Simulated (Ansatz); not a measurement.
**Phonons of Os (P6_3/mmc, 2 atoms in the cell) against volume**

Wanted: Grüneisen parameters and pressure coefficients of the modes of Os (P6_3/mmc, 2 atoms in the cell).

Calculated with Ansatz 0.2.0; DFT LDA, scalar-relativistic, plane waves, PAW; PAW set soft_1.

This is a report of a sequence of runs, with most program output left out.

## 1. Starting point

The structure is hexagonal, space group P6_3/mmc (No. 194). Conventional cell: a = 2.734 Å, b = 2.734 Å, c = 4.320 Å, α = 90.00°, β = 90.00°, γ = 120.00°. Os has 12 Os at 2.68 to 2.73 Å nearest.

## 2. A rough relaxation first

The start is far from rest, so a relaxation with loose tolerances brings it close first.

Contents of input.yaml:

```yaml
crystal:
  lattice:
    - [2.7341, 0.0, 0.0]
    - [-1.36705, 2.3678000565, 0.0]
    - [0.0, 0.0, 4.3197]
  atoms:
    - { symbol: Os, position: [0.33333333, 0.66666667, 0.25] }
    - { symbol: Os, position: [0.66666667, 0.33333333, 0.75] }
kpoints:
  mp_grid: { grid: [9, 9, 6] }
hamiltonian:
  xc: lda
  pseudopotentials: { kind: paw, azcp: { folder: soft_1 }, xc_functional: pbe }
scf:
  occupations: { method: gaussian, width: 0.1 }
output:
  forces: true
  stress: true
  eigenvalues: true
relax:
  adjacent_minimum: "off"
  f_tol: 0.05
  max_steps: 80
  cell: { stress_tol: 0.5 }
```

Run with:

```
$ ansatz run input.yaml --threads 4 --pin off --max-ram 10240MiB --backend cpu --events-out ev --progress --plain --runs-dir out
```

Run time: 2.5 s. Hardware: 4 threads of Arm Neoverse V1, shared host; peak memory 0.29 GiB.

The steps of the relaxation:

| step | energy less that of the first step (eV) | largest force component (eV/Å) | pressure (GPa) | volume (Å³) |
| --- | --- | --- | --- | --- |
| 1 | 0.0000 | 0.0000 | -8.99 | 27.96 |
| 2 | 0.0660 | 0.0000 | 22.68 | 26.16 |
| 3 | -0.0171 | 0.0000 | -0.79 | 27.43 |
| 4 | -0.0172 | 0.0000 | 0.03 | 27.38 |
| 5* | -0.0169 | 0.0000 | 0.04 | 27.38 |

Relaxation steps marked * repeat the geometry before them on a plane-wave basis chosen anew for their cell, so energy and pressure can jump there. Relaxation step 2 was tried and not accepted.

The run keeps the 24 symmetry operations that it works with, so distortions that break them were not tested.

| conventional cell, symmetrised | before | after | change |
| --- | --- | --- | --- |
| a (Å) | 2.734 | 2.713 | -0.8 % |
| b (Å) | 2.734 | 2.713 | -0.8 % |
| c (Å) | 4.320 | 4.295 | -0.6 % |
| volume (Å³/atom) | 13.98 | 13.69 | -2.1 % |

The relaxed structure:

```xyz
2
Lattice="2.7129 0.0000 0.0000 -1.3564 2.3494 0.0000 0.0000 0.0000 4.2953" Properties=species:S:1:pos:R:3 pbc="T T T"
Os    0.0000    1.5663    1.0738
Os    1.3564    0.7831    3.2215
```

Numbers from this step:

* pressure: 0.03912 GPa
* volume per atom: 13.69 Å³
* gap on the k-mesh: 0 eV

In this step the volume went from 13.98 to 13.69 Å³/atom.

## 3. Bringing the structure to rest

The cell and atoms are relaxed, since residual forces and stress would shift the frequencies.

input.yaml, the sections that differ from step 2:

```yaml
crystal:
  lattice:
    - [2.7128770517, 0.0, 0.0]
    - [-1.3564385258, 2.3494204441, 0.0]
    - [0.0, 0.0, 4.2953063337]
  atoms:
    - { symbol: Os, position: [0.3333333333, 0.6666666667, 0.25] }
    - { symbol: Os, position: [0.6666666667, 0.3333333333, 0.75] }
kpoints:
  mp_grid: { grid: [18, 18, 10] }
output:
  forces: true
  stress: true
  eigenvalues: true
  write_density: true
  write_potential: true
  elf: true
  volumetric_format: npy
relax:
  adjacent_minimum: "off"
  f_tol: 0.005
  max_steps: 80
  cell: { stress_tol: 0.05 }
# hamiltonian, scf: as in step 2
```

Elapsed: 7.5 s, on 4 threads; peak memory 0.39 GiB.

Little changed from the start: no atom moved by 0.005 Å and no cell edge by 0.1 %.

This step gave:

```yaml
pressure: -0.007198 GPa
volume_per_atom: 13.70 Å³
```

Valence density in the ac plane at fractional y = 0.333, with atoms of Os within 0.2 Å of it. It is the smooth field of the valence electrons, not physical close to the nuclei.

Ten even steps from '_' (0.3 e/Å³) to '@' (8.6 e/Å³):
```
__________________....______
______________..::----::..__
____________..--++****++--..
__________..--++%%@@%%##==::
__________..--##@@@@@@%%**::
__________..--##@@@@@@%%**::
__________..--++%%@@%%##==::
____________..--++****++--..
______________..::----::..__
__________________....______
____________________________
____________________________
____________________________
____________________________
__........__________________
__..::::..__________________
__..::::..__________________
__........__________________
____________________________
____________________________
____________________________
____________________________
```
Columns run along a (2.7 Å), rows up along c (4.3 Å). Atoms in or near the plane, at fractional coordinates: Os at (0.67, 0.75).

Electrostatic potential energy in the ac plane at fractional y = 0.333, with atoms of Os within 0.2 Å of it. With pseudopotentials it is smooth inside the atoms' cores, unlike the true potential.

Values in eV, 22 rows by 14 columns:
```
 23  25  26  26  25  22  18  11   4   0   1   6  14  20
 20  24  26  25  23  18   7  -8 -19 -24 -23 -16  -3  11
 15  22  25  24  20  10  -9 -27 -38 -43 -42 -35 -21  -2
  8  20  24  23  17   1 -22 -39 -50 -53 -53 -47 -34 -14
  3  18  23  22  15  -4 -28 -45 -53 -53 -53 -52 -40 -21
  3  18  23  22  15  -4 -28 -45 -53 -53 -53 -52 -40 -21
  8  20  24  23  17   1 -22 -39 -50 -53 -53 -47 -34 -14
 15  22  25  24  20  10  -9 -27 -38 -43 -42 -35 -21  -2
 20  24  26  25  23  18   7  -8 -19 -25 -23 -16  -3  11
 23  25  26  26  25  22  18  11   4   0   1   6  14  20
 24  25  25  25  25  24  23  21  19  18  18  20  22  23
 23  22  22  22  22  23  24  24  24  24  24  24  24  24
 20  17  15  15  18  21  23  25  26  26  26  26  24  23
 15   8   5   5   9  16  21  24  26  26  26  25  23  20
  8  -1  -6  -5   1   9  18  22  25  26  26  25  22  16
  3  -6 -11 -11  -4   5  15  21  24  26  26  24  21  14
  3  -6 -11 -11  -4   5  15  21  24  26  26  24  21  14
  8  -1  -6  -5   1   9  18  22  25  26  26  25  22  16
 15   8   5   5   9  16  21  24  26  26  26  25  23  20
 20  17  15  15  18  21  23  25  26  26  26  26  24  23
 23  22  22  22  22  23  24  24  24  24  24  24  24  24
 24  25  25  25  25  24  23  21  19  18  18  20  22  23
```
Columns run along a (2.7 Å; values clipped at the 3rd and 97th percentile), rows up along c (4.3 Å). Atoms in or near the plane, at fractional coordinates: Os at (0.67, 0.75).

ELF in the ac plane at fractional y = 0.333, with atoms of Os within 0.2 Å of it. It is the smooth field of the valence electrons, not physical close to the nuclei.

Values, 22 rows by 14 columns:
```
0.33 0.34 0.34 0.34 0.34 0.32 0.30 0.31 0.33 0.34 0.34 0.32 0.30 0.30
0.28 0.32 0.35 0.34 0.30 0.29 0.34 0.43 0.49 0.51 0.51 0.47 0.40 0.31
0.29 0.30 0.35 0.34 0.28 0.31 0.44 0.55 0.60 0.60 0.60 0.59 0.52 0.39
0.33 0.30 0.36 0.34 0.29 0.37 0.52 0.60 0.60 0.55 0.56 0.61 0.59 0.47
0.36 0.31 0.37 0.35 0.31 0.40 0.55 0.61 0.53 0.43 0.45 0.57 0.60 0.51
0.36 0.31 0.37 0.35 0.31 0.40 0.55 0.61 0.53 0.43 0.45 0.57 0.60 0.51
0.33 0.30 0.36 0.34 0.29 0.37 0.52 0.60 0.60 0.55 0.56 0.61 0.59 0.47
0.29 0.30 0.35 0.34 0.28 0.31 0.44 0.55 0.60 0.60 0.60 0.59 0.52 0.39
0.28 0.32 0.35 0.34 0.30 0.29 0.34 0.43 0.49 0.51 0.51 0.47 0.40 0.31
0.33 0.34 0.34 0.34 0.34 0.32 0.30 0.31 0.33 0.34 0.34 0.32 0.30 0.30
0.36 0.33 0.30 0.30 0.34 0.36 0.35 0.31 0.27 0.26 0.26 0.28 0.32 0.36
0.33 0.27 0.25 0.25 0.29 0.34 0.38 0.37 0.33 0.30 0.31 0.34 0.37 0.37
0.28 0.26 0.26 0.26 0.27 0.30 0.34 0.36 0.37 0.36 0.36 0.37 0.36 0.32
0.29 0.31 0.33 0.33 0.31 0.30 0.30 0.32 0.35 0.35 0.36 0.34 0.31 0.29
0.33 0.38 0.41 0.40 0.37 0.33 0.29 0.29 0.32 0.33 0.33 0.31 0.29 0.29
0.36 0.42 0.46 0.45 0.41 0.35 0.29 0.28 0.30 0.32 0.32 0.30 0.27 0.29
0.36 0.42 0.46 0.45 0.41 0.35 0.29 0.28 0.30 0.32 0.32 0.30 0.27 0.29
0.33 0.38 0.41 0.40 0.37 0.33 0.29 0.29 0.32 0.33 0.33 0.31 0.29 0.29
0.29 0.31 0.33 0.33 0.31 0.30 0.30 0.32 0.35 0.35 0.36 0.34 0.31 0.29
0.28 0.26 0.26 0.26 0.27 0.30 0.34 0.36 0.37 0.36 0.36 0.37 0.36 0.32
0.33 0.27 0.25 0.25 0.29 0.34 0.38 0.37 0.33 0.30 0.31 0.34 0.37 0.37
0.36 0.33 0.30 0.30 0.34 0.36 0.35 0.31 0.27 0.26 0.26 0.28 0.32 0.36
```
Columns run along a (2.7 Å), rows up along c (4.3 Å). Atoms in or near the plane, at fractional coordinates: Os at (0.67, 0.75).

In this step the volume went from 13.69 to 13.70 Å³/atom.

## 4. Tight relaxation

Phonons need small forces and stress, so the relaxation is finished with tight tolerances on 18×18×12 k points.

Contents of input.yaml:

```yaml
crystal:
  lattice:
    - [2.7146117488, 0.0, 0.0]
    - [-1.3573058744, 2.3509227359, 0.0]
    - [0.0, 0.0, 4.2933615386]
  atoms:
    - { symbol: Os, position: [0.3333333333, 0.6666666667, 0.25] }
    - { symbol: Os, position: [0.6666666667, 0.3333333333, 0.75] }
kpoints:
  mp_grid: { grid: [18, 18, 12] }
hamiltonian:
  xc: lda
  pseudopotentials: { kind: paw, azcp: { folder: soft_1 }, xc_functional: pbe }
scf:
  occupations: { method: methfessel_paxton, width: 0.2 }
output:
  forces: true
  stress: true
  eigenvalues: true
relax:
  adjacent_minimum: "off"
  f_tol: 0.001
  max_steps: 60
  cell: { stress_tol: 0.01 }
```

It took 7.6 s on 4 threads; peak memory 0.41 GiB.

Little changed from the start: no atom moved by 0.005 Å and no cell edge by 0.1 %.

This step gave:

```
pressure : -8.35e-4 GPa
```

The forces vanish by symmetry and the pressure is -0.001 GPa, within the tolerances set. The cell now holds 13.70 Å³/atom.

## 5. Zone-centre response at rest

Phonons follow from the second derivative of the energy, found here by linear response.

The modes at rest are the reference of the series.

input.yaml, the sections that differ from step 4:

```yaml
crystal:
  lattice:
    - [2.7152564569, 0.0, 0.0]
    - [-1.3576282284, 2.3514810694, 0.0]
    - [0.0, 0.0, 4.2908647584]
  atoms:
    - { symbol: Os, position: [0.3333333333, 0.6666666667, 0.25] }
    - { symbol: Os, position: [0.6666666667, 0.3333333333, 0.75] }
output:
  eigenvalues: true
phonons:
  method: dfpt
# kpoints, hamiltonian, scf: as in step 4
# relax: removed
```

Wall time 24 s (4 threads); peak memory 1.2 GiB.

This step gave:

```yaml
sum_rule_residual_before_enforcement: 1.04e-4 eV/Å²
point_group: 6/mmm
highest_optical_mode_at_the_zone_centre_no_lo_to_term: 228.8 cm⁻¹
lowest_optical_zone_centre_mode: 168.5 cm⁻¹
```

Patterns of degenerate modes are one choice out of their space. Modes at Γ:

| mode | frequency (cm⁻¹) | symmetry |
| --- | --- | --- |
| 1 | 0.0 | acoustic |
| 2 | 0.0 | acoustic |
| 3 | 0.0 | acoustic |
| 4 | 168.5 | E2g |
| 5 | 168.5 | E2g |
| 6 | 228.8 | B1g |

Displacements in mode 4 (168.5 cm⁻¹), the largest set to 1:
```
Os1  1.00  0.00  0.00
Os2 -1.00  0.00  0.00
```

Displacements in mode 6 (228.8 cm⁻¹), the largest set to 1:
```
Os1  0.00  0.00  1.00
Os2  0.00  0.00 -1.00
```

Before it was imposed, the acoustic sum rule was missed by 1.0e-4 eV/Å². Small misses are needed for a sound result but don't prove that mesh and cutoff are converged. The lowest optical mode is real, 169 cm⁻¹.

## 6. Relaxation of a member: 1.06 times the volume at rest

The cell is set to 1.06 times the volume at rest, and shape and atoms relax at that volume.

input.yaml, the sections that differ from step 5:

```yaml
crystal:
  lattice:
    - [2.7704022163, 0.0, 0.0]
    - [-1.3852011082, 2.399238698, 0.0]
    - [0.0, 0.0, 4.3690473352]
  atoms:
    - { symbol: Os, position: [0.3333333333, 0.6666666667, 0.25] }
    - { symbol: Os, position: [0.6666666667, 0.3333333333, 0.75] }
output:
  forces: true
  stress: true
  eigenvalues: true
relax:
  adjacent_minimum: "off"
  f_tol: 0.001
  max_steps: 60
  cell: { stress_tol: 0.01, fix: [volume] }
# kpoints, hamiltonian, scf: as in step 5
# phonons: removed
```

Elapsed: 7.8 s, on 4 threads; peak memory 0.42 GiB; 30 s of CPU time.

Little changed from the start: no atom moved by 0.005 Å and no cell edge by 0.1 %.

This step gave:

* pressure: -22.75 GPa
* volume per atom: 14.52 Å³

The forces vanish by symmetry, at a pressure of -22.75 GPa.

## 7. Modes of this member: 1.06 times the volume at rest

The zone-centre modes follow for 1.06 times the volume at rest.

input.yaml, the sections that differ from step 6:

```yaml
crystal:
  lattice:
    - [2.7714065665, 0.0, 0.0]
    - [-1.3857032833, 2.4001084908, 0.0]
    - [0.0, 0.0, 4.3658812471]
  atoms:
    - { symbol: Os, position: [0.3333333333, 0.6666666667, 0.25] }
    - { symbol: Os, position: [0.6666666667, 0.3333333333, 0.75] }
output:
  eigenvalues: true
phonons:
  method: dfpt
# kpoints, hamiltonian, scf: as in step 6
# relax: removed
```

Wall time 25 s (4 threads); peak memory 1.3 GiB.

Numbers from this step:

* sum-rule residual before enforcement: 4.48e-5 eV/Å²
* highest optical mode at the zone centre (no LO-TO term): 194.5 cm⁻¹
* lowest optical zone-centre mode: 155.0 cm⁻¹

Patterns of degenerate modes are one choice out of their space. Modes at Γ:

| mode | frequency (cm⁻¹) | symmetry |
| --- | --- | --- |
| 1 | 0.0 | acoustic |
| 2 | 0.0 | acoustic |
| 3 | 0.0 | acoustic |
| 4 | 155.0 | E2g |
| 5 | 155.0 | E2g |
| 6 | 194.5 | B1g |

Displacements in mode 5 (155.0 cm⁻¹), the largest set to 1:
```
Os1  1.00  0.00  0.00
Os2 -1.00  0.00  0.00
```

Displacements in mode 6 (194.5 cm⁻¹), the largest set to 1:
```
Os1  0.00  0.00  1.00
Os2  0.00  0.00 -1.00
```

The lowest optical mode is real, 155 cm⁻¹, and the highest lies at 194.5 cm⁻¹.

Between step 5 and this run (volume ratio 1.06) the value for the highest optical mode at the zone centre (no LO-TO term) moves from 229 cm⁻¹ to 195 cm⁻¹ (-15 %).

## 8. Relaxation of a member: 0.9 times the volume at rest

The cell is set to 0.9 times the volume at rest, and shape and atoms relax at that volume.

input.yaml, the sections that differ from step 7:

```yaml
crystal:
  lattice:
    - [2.618325729, 0.0, 0.0]
    - [-1.3091628645, 2.2675365967, 0.0]
    - [0.0, 0.0, 4.1529977843]
  atoms:
    - { symbol: Os, position: [0.3333333333, 0.6666666667, 0.25] }
    - { symbol: Os, position: [0.6666666667, 0.3333333333, 0.75] }
output:
  forces: true
  stress: true
  eigenvalues: true
relax:
  adjacent_minimum: "off"
  f_tol: 0.001
  max_steps: 60
  cell: { stress_tol: 0.01, fix: [volume] }
# kpoints, hamiltonian, scf: as in step 7
# phonons: removed
```

Run time: 6.4 s. Hardware: 4 threads; peak memory 0.4 GiB.

Little changed from the start: no atom moved by 0.005 Å and no cell edge by 0.1 %.

This step gave:

```yaml
pressure: 60.55 GPa
volume_per_atom: 12.33 Å³
```

The forces vanish by symmetry, at a pressure of 60.55 GPa.

## 9. Modes of this member: 0.9 times the volume at rest

The zone-centre modes follow for 0.9 times the volume at rest.

input.yaml, the sections that differ from step 8:

```yaml
crystal:
  lattice:
    - [2.6175724757, 0.0, 0.0]
    - [-1.3087862379, 2.2668842602, 0.0]
    - [0.0, 0.0, 4.1553883269]
  atoms:
    - { symbol: Os, position: [0.3333333333, 0.6666666667, 0.25] }
    - { symbol: Os, position: [0.6666666667, 0.3333333333, 0.75] }
output:
  eigenvalues: true
phonons:
  method: dfpt
# kpoints, hamiltonian, scf: as in step 8
# relax: removed
```

Run time: 21 s. Hardware: 4 threads; peak memory 1.2 GiB; 78 s of CPU time.

Numbers from this step:

```yaml
sum_rule_residual_before_enforcement: 2.99e-5 eV/Å²
highest_optical_mode_at_the_zone_centre_no_lo_to_term: 293.1 cm⁻¹
lowest_optical_zone_centre_mode: 193.5 cm⁻¹
```

Patterns of degenerate modes are one choice out of their space. Modes at Γ:

| mode | frequency (cm⁻¹) | symmetry |
| --- | --- | --- |
| 1 | 0.0 | acoustic |
| 2 | 0.0 | acoustic |
| 3 | 0.0 | acoustic |
| 4 | 193.5 | E2g |
| 5 | 193.5 | E2g |
| 6 | 293.1 | B1g |

The lowest optical mode is real, 193 cm⁻¹, and the highest lies at 293.1 cm⁻¹.

For the highest optical mode at the zone centre (no LO-TO term), step 5 gave 229 cm⁻¹; this run, with volume ratio 0.9, gives 293 cm⁻¹ (+28 %).

## 10. All members side by side

The members are set side by side, also those not shown above.

Each row is one cell with its response, relaxed at fixed volume as far as symmetry leaves anything free; energies are extrapolated to zero smearing, and E0 is that at rest; shape and atoms are relaxed in each cell where symmetry leaves them free; all runs use 18×18×12 k points and Methfessel-Paxton smearing of 0.2 eV. State of the crystal along the series:

| volume ratio | V (Å³/atom) | pressure (GPa) | E - E0 (meV/atom) | first cell vector (Å) | third cell vector (Å) |
| --- | --- | --- | --- | --- | --- |
| 0.9 | 12.33 | 60.55 | 234.4 | 2.618 | 4.155 |
| 0.92 | 12.6 | 45.53 | 143.9 | 2.638 | 4.184 |
| 0.94 | 12.88 | 32.13 | 77.71 | 2.657 | 4.211 |
| 0.96 | 13.15 | 20.18 | 33.18 | 2.677 | 4.238 |
| 0.98 | 13.42 | 9.51 | 7.973 | 2.696 | 4.265 |
| 0.99 | 13.56 | 4.619 | 1.955 | 2.706 | 4.278 |
| 1 | 13.7 | -8.35e-4 | 0 | 2.715 | 4.291 |
| 1.02 | 13.97 | -8.478 | 7.393 | 2.734 | 4.316 |
| 1.04 | 14.25 | -16.03 | 28.48 | 2.753 | 4.341 |
| 1.06 | 14.52 | -22.75 | 61.75 | 2.771 | 4.366 |

Each mode is tracked from rest by its pattern, and modes that stay within 0.3 cm⁻¹ of each other stand once; shape and atoms are relaxed in each cell where symmetry leaves them free; all runs use 18×18×12 k points and Methfessel-Paxton smearing of 0.2 eV. Optical modes along the series:

| V (Å³/atom) | mode 4 E2g (cm⁻¹) | mode 6 B1g (cm⁻¹) |
| --- | --- | --- |
| 12.33 | 193.5 | 293.1 |
| 12.6 | 188.3 | 279.4 |
| 12.88 | 183.2 | 266.1 |
| 13.15 | 178.2 | 253.3 |
| 13.42 | 173.3 | 240.9 |
| 13.56 | 170.9 | 234.8 |
| 13.7 | 168.5 | 228.8 |
| 13.97 | 163.9 | 217.1 |
| 14.25 | 159.4 | 205.7 |
| 14.52 | 155 | 194.5 |

From cubic fits (parabolas where under five rows exist) of ln ω and P against ln V through the rows within about 4 % of rest: γ = −d ln ω / d ln V and dω/dP = γ ω / B. Slopes at rest:

| mode | fitted frequency at rest (cm⁻¹) | Grüneisen parameter γ | dω/dP (cm⁻¹/GPa) |
| --- | --- | --- | --- |
| mode 4 E2g | 168.5 | 1.39 | 0.52 |
| mode 6 B1g | 228.8 | 2.6 | 1.32 |

## 11. What came out

| Item | Value |
| --- | --- |
| members | 10 |
| highest optical mode at the zone centre (no LO-TO term), at rest | 228.8 cm⁻¹ |
| bulk modulus at rest | 449 GPa |
| mode 4 E2g, γ | 1.39 |
| mode 6 B1g, γ | 2.60 |

What this shows: The series spans -22.7 to 60.6 GPa, and the slope at rest gives a bulk modulus of 449 GPa. Among the modes in the table of slopes γ runs from 1.39 (mode 4 E2g) to 2.60 (mode 6 B1g). One k mesh and one cutoff serve the ground states and modes of all volumes. These are harmonic frequencies at zero temperature: anharmonic shifts, linewidths and thermal expansion are left out. Spin-orbit coupling is left out, which can matter for the heavy elements here. With no gap, or one that is small against the smearing, the frequencies hang on the k mesh and the smearing, most of all near Kohn anomalies. The PAW files were made for PBE; the program adapts parts of them to the functional of the run, but their partial waves stay those of PBE, an approximation that was not tested in this session. Only the zone centre was solved, so an instability at another wavevector cannot show here.

[Logs are printed without paths, hosts, clocks, repeated set-up lines and the standing remarks that a program may print on its own settings, such as how far it seeks lower states.]

[Hosts, paths, dates, database ids (printed as entryN), source tags and the programs' standing remarks are cut or masked in the printed files.]
